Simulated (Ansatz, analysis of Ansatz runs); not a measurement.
# Ga-H pair in Si: local vibrational mode against experiment, part 2 of 2

Aim: the local vibrational mode of the Ga-H pair in Si, to be set beside the measurement. Set-up: PBE, 64-site cell, PBE lattice, 420 eV, k: the single point 1/4 1/4 1/4, 17 sites displaced. The model is a cell of 64 host atoms with Ga put on another atom's site and H put in between. The frequencies come from force constants among the defect atom and its neighbours, with the masses of the isotopes named.

Ansatz 0.2.0; PBE, 64-site cell, PBE lattice, 420 eV, k: the single point 1/4 1/4 1/4, 17 sites displaced.

So far: Starting point; Relaxation, charge 0.

## 2. Relaxation, charge 0 (continued)

Level of this step: plane-wave PAW DFT, PBE; relaxation of all atoms of a defect supercell (Ansatz).

The steps of the relaxation:

```tsv
step	energy less that of the first step (eV)	largest force component (eV/Å)
1	0.0000	1.3019
2	-0.6351	0.4105
3	-0.6938	0.1433
4	-0.6983	0.0502
5	-0.6990	0.0066
6	-0.6990	0.0066
7	-0.6990	0.0038
8	-0.6990	0.0032
9	-0.6991	0.0082
10	-0.6991	0.1026
11	-0.7005	0.0622
12	-0.7041	0.0292
13	-0.7057	0.1033
14	-0.7076	0.0289
15	-0.7081	0.0158
16	-0.7083	0.0079
```

The atoms that moved most (Å, from the sites as typed, ahead of the random displacement, the mean shift of all atoms taken out):

```tsv
atom	dx	dy	dz	length
H65	-0.425	0.102	0.148	0.462
Si49	0.065	0.056	-0.078	0.116
Si42	0.068	-0.072	0.057	0.114
Si27	-0.011	0.077	0.075	0.108
Si5	-0.062	-0.071	-0.002	0.095
Si6	-0.058	0.003	-0.066	0.088
Si31	0.006	0.048	0.048	0.068
Si4	-0.050	-0.032	-0.032	0.068
```

The atoms nearest to the centre after the run:

```tsv
atom	distance (Å)
H65	0.794
Ga8	1.003
Si4	2.128
Si27	2.710
Si49	2.717
Si42	2.718
Si7	3.446
Si6	3.515
Si5	3.523
```

Neighbours of the added atoms: H65: Si4 1.54, Ga8 1.73, Si27 2.79 Å.

Numbers from this step:

| Quantity | Value |
| --- | --- |
| free energy | -43853.7392 eV |

The relaxation ends 11 meV an atom lower than the displaced start, with a largest force component of 0.0079 eV/Å.

## 3. Local vibrational modes

A local mode lives on the defect and the atoms next to it, so only the sites listed in the input are displaced, which costs far fewer SCF runs than the whole cell would.

This step: plane-wave PAW DFT, PBE; finite-displacement force constants among the atoms nearest to a defect, the others at rest.

File modes/input.yaml:

```yaml
crystal:
  lattice:
    - [10.93956649, 0.0, 0.0]
    - [0.0, 10.93956649, 0.0]
    - [0.0, 0.0, 10.93956649]
  atoms:
    - { symbol: Si, position: [-0.003158397, -0.003880294, 0.248637367] }
    - { symbol: Si, position: [-0.002755036, 0.248763941, -0.003382942] }
[... 1 atom line left out ...]
    - { symbol: Si, position: [0.232311137, 0.233906132, 0.23404589] }
    - { symbol: Si, position: [0.119386802, 0.118556266, 0.374948998] }
    - { symbol: Si, position: [0.119824875, 0.375333523, 0.119121826] }
    - { symbol: Si, position: [0.379518024, 0.124201859, 0.124338486] }
    - { symbol: Ga, position: [0.401636478, 0.397188489, 0.396943546] }
[... 5 atom lines left out ...]
    - { symbol: Si, position: [0.126109806, 0.375929088, 0.625400353] }
    - { symbol: Si, position: [0.375602372, 0.123450066, 0.626178796] }
[... 5 atom lines left out ...]
    - { symbol: Si, position: [0.126061067, 0.625533901, 0.376070076] }
[... 5 atom lines left out ...]
    - { symbol: Si, position: [0.249121009, 0.507046065, 0.50701227] }
[... 14 atom lines left out ...]
    - { symbol: Si, position: [0.506305082, 0.243430828, 0.505328573] }
[... 6 atom lines left out ...]
    - { symbol: Si, position: [0.506066602, 0.505179043, 0.242999459] }
[... 15 atom lines left out ...]
    - { symbol: H, position: [0.277671222, 0.32582426, 0.330148403] }
basis:
  ecutwfc: 420
  xc_grid: 2
hamiltonian:
  xc: pbe
kpoints:
  mp_grid: { grid: [1, 1, 1], shift: [0.25, 0.25, 0.25] }
scf:
  occupations: { method: fermi_dirac, width: 0.01 }
  max_iter: 120
output: {}
checkpoint:
  read: "../relax.run"
phonons:
  supercell: [1, 1, 1]
  displaced_sites: [3, 4, 5, 6, 7, 9, 10, 13, 14, 16, 18, 20, 22, 26, 41, 48, 64]
```

Started as:

```sh
ansatz run input.yaml --threads 4 --pin off --max-ram 7536MiB --backend cpu --events-out ev --progress --plain --runs-dir out
```

Numbers of over 12 decimals in the logs are rounded to 6 here.

Log:

```text
[...]
Crystal: 65 atoms, lattice volume = 1309.183 Å³
Basis set: ecut = 420 eV, 25677 PW (Γ), exchange–correlation on 150×150×150 points (8 copies of the dense FFT grid, shifted against one another)
Bands: 198, of which v1, the nominal top of the filled ones, is band 133 counted from 1 (132 counted from 0)
Symmetry: 1 space group operations
k-points: 1
[...]
iter 1 solved again at ethr=2.29e-11 eV; its pass at ethr=3.10e-3 eV (dr2=6.10e-8 eV) is discarded
[...]
SCF iter   5: F=-43853.739189 eV  HF=-43853.739189 eV  |F-HF|=2.18e-11  |Δ(HF+E_count)|=  1.96e-10  Δρ=3.09e-8  dr2=1.40e-11  ethr=1.00e-12  ⟨swp⟩=4.0  Hψ=601  notcnv=0
SCF 1 converged in 5 iterations: F = -43853.739189 eV  dr2 = 1.40e-11
[...]
SCF 2 converged in 8 iterations: F = -43853.739149 eV  dr2 = 1.93e-12
[...]
the frequencies, the zero-point energy and the sums are of the block with the acoustic sum rule laid on its rows. Row sums over every site: 1.1e-4 eV/Å² at the most
  transpose residual: 3.8e-5 eV/Å²
  largest component of a force at the reference: 7.8e-3 eV/Å on a named site, 3.8e-3 eV/Å on a site at rest
  frequencies among the named sites at Γ of the cell (cm⁻¹): 94.72 109.60 116.70 151.61 161.85 165.91 172.15 184.03 193.14 205.79 209.99 215.18 234.76 246.22 261.57 270.33 282.54 307.60 326.79 332.76 339.84 342.63 343.93 345.49 349.12 352.04 354.71 357.34 [...]
  unstable modes among the named sites: 0
  frequencies as built, with no sum rule (cm⁻¹): 94.72 109.60 116.70 151.61 161.85 165.90 172.14 184.03 193.14 205.80 209.99 215.18 234.76 246.22 261.57 270.33 282.54 307.60 326.79 332.75 339.84 342.63 343.93 345.49 349.12 352.04 354.71 357.34 359.17 361.00 [...]
  zero-point energy: 1.159680 eV/cell   skipped modes (ω ≤ 0): 0
  not written: the harmonic force-constant file, the file of eigenvectors (these modes' are written with the force constants), the density of states and the dispersion, which are of every site
[key lines of the parts left out:]
SCF converged after 5 iterations
Free energy (F): -43853.739189 eV
Fermi energy:    6.367811 eV
```

The job ended after 20 min (4 threads of Arm Neoverse V2, shared host; peak memory 1.8 GiB).

Numbers from this step:

```yaml
free_energy: -43853.7392 eV
```

The modes with the largest weight on the probed atoms (the light atom of a pair), for the masses of each isotope. Modes of the displaced atoms (local only where they lie over the host's phonons):

```tsv
isotopes	mode (cm⁻¹)	share of the defect atoms
H	2063	0.982
H	689.6	0.852
H	205.8	0.311
D	1472	0.964
D	531.4	0.568
D	169.4	0.389
```

## 4. Outcome

```yaml
distance_from_the_defect_atom_to_its_nearest_neighbour: 1.537 Å
si_h_stretch_1h: 2063 cm⁻¹
time_of_the_whole_chain: 22 min on 4 threads
```

In words: Si-H stretch, 1H: computed 2063 cm⁻¹, measured 2171 cm⁻¹; 108 cm⁻¹ (5 %) below the measurement. The computed value is harmonic, while the measured line is the anharmonic fundamental, which for X–H stretches usually lies a few per cent lower. Only the named neighbours move, so modes near the host's band are approximate.

[Logs are printed without paths, hosts, clocks, repeated set-up lines and the standing remarks that a program may print on its own settings, such as how far it seeks lower states.]

[Hosts, paths, dates, database ids (printed as entryN), source tags and the programs' standing remarks are cut or masked in the printed files.]

[For some hosts the program warned that the k-mesh of the response run may be too coarse for force constants and the static dielectric constant; such warnings are not shown here.]
